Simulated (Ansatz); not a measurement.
# SiC(111) slab, H on both faces: how far the smearing width must go

How do energy, forces and time move with the smearing width?

Calculated with Ansatz 0.2.0; Kohn-Sham DFT, PBE+D4, PAW set soft_1, plane waves.

## (1) Starting point

The cell holds 250 atoms: 100 Si, 100 C and 50 H. Cell: a = 15.415 Å, b = 15.415 Å, c = 20.751 Å, α = 90.0°, β = 90.0°, γ = 60.0°. Zinc-blende SiC (a = 4.36 A), (111) slab of 8 atomic planes, 5 x 5 surface cells, H on the broken bonds of both faces, 10 A of vacuum; displaced by a Gaussian of 0.02 A. Regions: slab, 200 atoms (100 Si and 100 C); hydrogen, 50 atoms (50 H). Vacuum lies along c.

## (2) Script and output

The script builds the cell with ASE, from fixed seeds where it draws at random, so the run can be repeated from this text alone. The cell is 13.3 Å or more across in its periodic directions, and the Γ point alone is taken as a first sampling. A dispersion term (D4) is added as well, though little in this cell is weakly bound. The PAW files are read from a folder beside the script (Ansatz's set soft_1), and the density starts from superposed atoms. No cutoff is typed, so the potentials' recommended one is used (420 eV). The narrowest smearing is the reference; the free energy moves with the width through its entropy term.

Contents of test_settings.py:

```python
import time
import numpy as np
from ase import Atoms
from ase.build import bulk, make_supercell, surface
from ase.neighborlist import neighbor_list
import ansatz as az

u = bulk('SiC', 'zincblende', a=4.36)
u.positions += np.array([0.2, 0.2, 0.2]) @ u.cell[:]; u.wrap(eps=1e-6)
full = surface(u, [1, 1, 1], 6, vacuum=5)
full.set_cell(full.cell.cellpar(), scale_atoms=True)  # standard orientation
full.set_tags(0)
full = make_supercell(full, [[5, 0, 0], [0, 5, 0], [0, 0, 1]])
full.set_cell(full.cell.cellpar(), scale_atoms=True)  # standard orientation
z = full.positions[:, 2] - full.positions[:, 2].min()
keep = (z > 2.42) & (z < 10.8)
i, j, D = neighbor_list('ijD', full, 2.17)
miss = keep[i] & ~keep[j]
bond = {'Si': 1.48, 'C': 1.09}
caps = [full.positions[a] + d / np.linalg.norm(d) * bond[full[a].symbol] for a, d in zip(i[miss], D[miss])]
atoms = full[keep] + Atoms('H' * len(caps), caps)
atoms.set_tags([0] * keep.sum() + [1] * len(caps))
atoms.center(vacuum=5, axis=2); atoms.pbc = True
atoms.rattle(0.02, seed=95157)
atoms.wrap()
print(f"{len(atoms)} atoms ({atoms.get_chemical_formula()}), volume {atoms.get_volume():.1f} A^3")

base = (
    az.Crystal.from_ase(atoms)
    .calculation()
    .functional("pbe", dispersion="d4")
    .pseudopotentials("paw", azcp={"folder": "./paw"}, xc_functional="pbe")
    .kpoints(1, 1, 1)
    .forces()
    .band_table()
)

def gap_of(report):
    e = np.concatenate(report["eigenvalues_ev"]); f = np.concatenate(report["occupations"])
    f = f / f.max()  # a half-filled level counts on both sides, so the gap is then zero
    return e[f > 0.3].max(), e[f < 0.7].min()

rows = []
for width in [0.5, 0.3, 0.2, 0.1, 0.05, 0.02]:
    start = time.time()
    try:
        r = base.occupations("gaussian", width=width).run(threads=4).report
    except az.AnsatzError as error:
        print(width, 'failed:', str(error)[:110])
        continue
    homo, lumo = gap_of(r)
    rows.append((width, r['free_energy_ev'] / len(atoms), np.array(r['forces_ev_ang']), max(lumo - homo, 0), np.nan, r['n_iterations'], time.time() - start))
    print(width, f"F = {r['free_energy_ev']:.4f} eV, {r['n_iterations']} iterations, {time.time() - start:.0f} s", flush=True)

ref = rows[-1]
scale = np.sqrt(np.mean(ref[2] ** 2))
print(f"r.m.s. force of the reference: {scale:.3f} eV/A")
print("   width  dE (meV/atom)  dF rms (meV/A)  dF (%)  gap (eV)  iter  time (s)")
for name, e, f, gap, p, n, t in rows:
    df = np.sqrt(np.mean((f - ref[2]) ** 2))
    print(f"{str(name):>8s} {1000 * (e - ref[1]):14.2f} {1000 * df:15.2f} {100 * df / scale:7.2f} {gap:9.3f} {n:5d} {t:9.1f}")
```

Run with:

```sh
python test_settings.py
```

Output:

```text
250 atoms (C100H50Si100), volume 4270.3 A^3
DeckWarning: basis.ecutwfc = 420 eV, auto-derived from the records' recommended cutoffs: set by Si (normal level)
0.5 F = -89563.8111 eV, 11 iterations, 147 s
0.3 F = -89563.8080 eV, 11 iterations, 110 s
0.2 F = -89563.8080 eV, 11 iterations, 112 s
0.1 F = -89563.8080 eV, 11 iterations, 111 s
0.05 F = -89563.8080 eV, 11 iterations, 109 s
0.02 F = -89563.8080 eV, 11 iterations, 111 s
r.m.s. force of the reference: 0.693 eV/A
   width  dE (meV/atom)  dF rms (meV/A)  dF (%)  gap (eV)  iter  time (s)
     0.5          -0.01            1.55    0.22     1.958    11     147.4
     0.3          -0.00            0.00    0.00     1.953    11     110.3
     0.2           0.00            0.00    0.00     1.953    11     111.6
     0.1           0.00            0.00    0.00     1.953    11     111.0
    0.05           0.00            0.00    0.00     1.953    11     108.7
    0.02           0.00            0.00    0.00     1.953    11     110.7
```

Wall time 12 min (4 threads of Arm Neoverse V1, shared host); peak memory 6.6 GiB; 46 min of CPU time.

## (3) What came out

- reference run: 0.02, 1.8 min
- r.m.s. force component of the reference: 0.693 eV/Å
- largest r.m.s. force difference: 1.55 meV/Å (0.5)
- smallest r.m.s. force difference: 0.00141 meV/Å (0.1)
- energy differences: -0.0130 to 0 meV/atom

What this shows: Widths up to 0.5 eV keep the forces within 1 % of those at the narrowest. That holds here because a gap keeps the occupations nearly whole; it need not in a metal. No dipole correction is set, which matters where the two faces of the slab differ.

[Logs are printed without paths, hosts, clocks, repeated set-up lines and the standing remarks that a program may print on its own settings, such as how far it seeks lower states.]

[Hosts, paths, dates, database ids (printed as entryN), source tags and the programs' standing remarks are cut or masked in the printed files.]

[Scripts of this kind were picked in part by their result: those with far moves, changed bonds, near-zero gaps or large misses at database cells are mostly left out.]
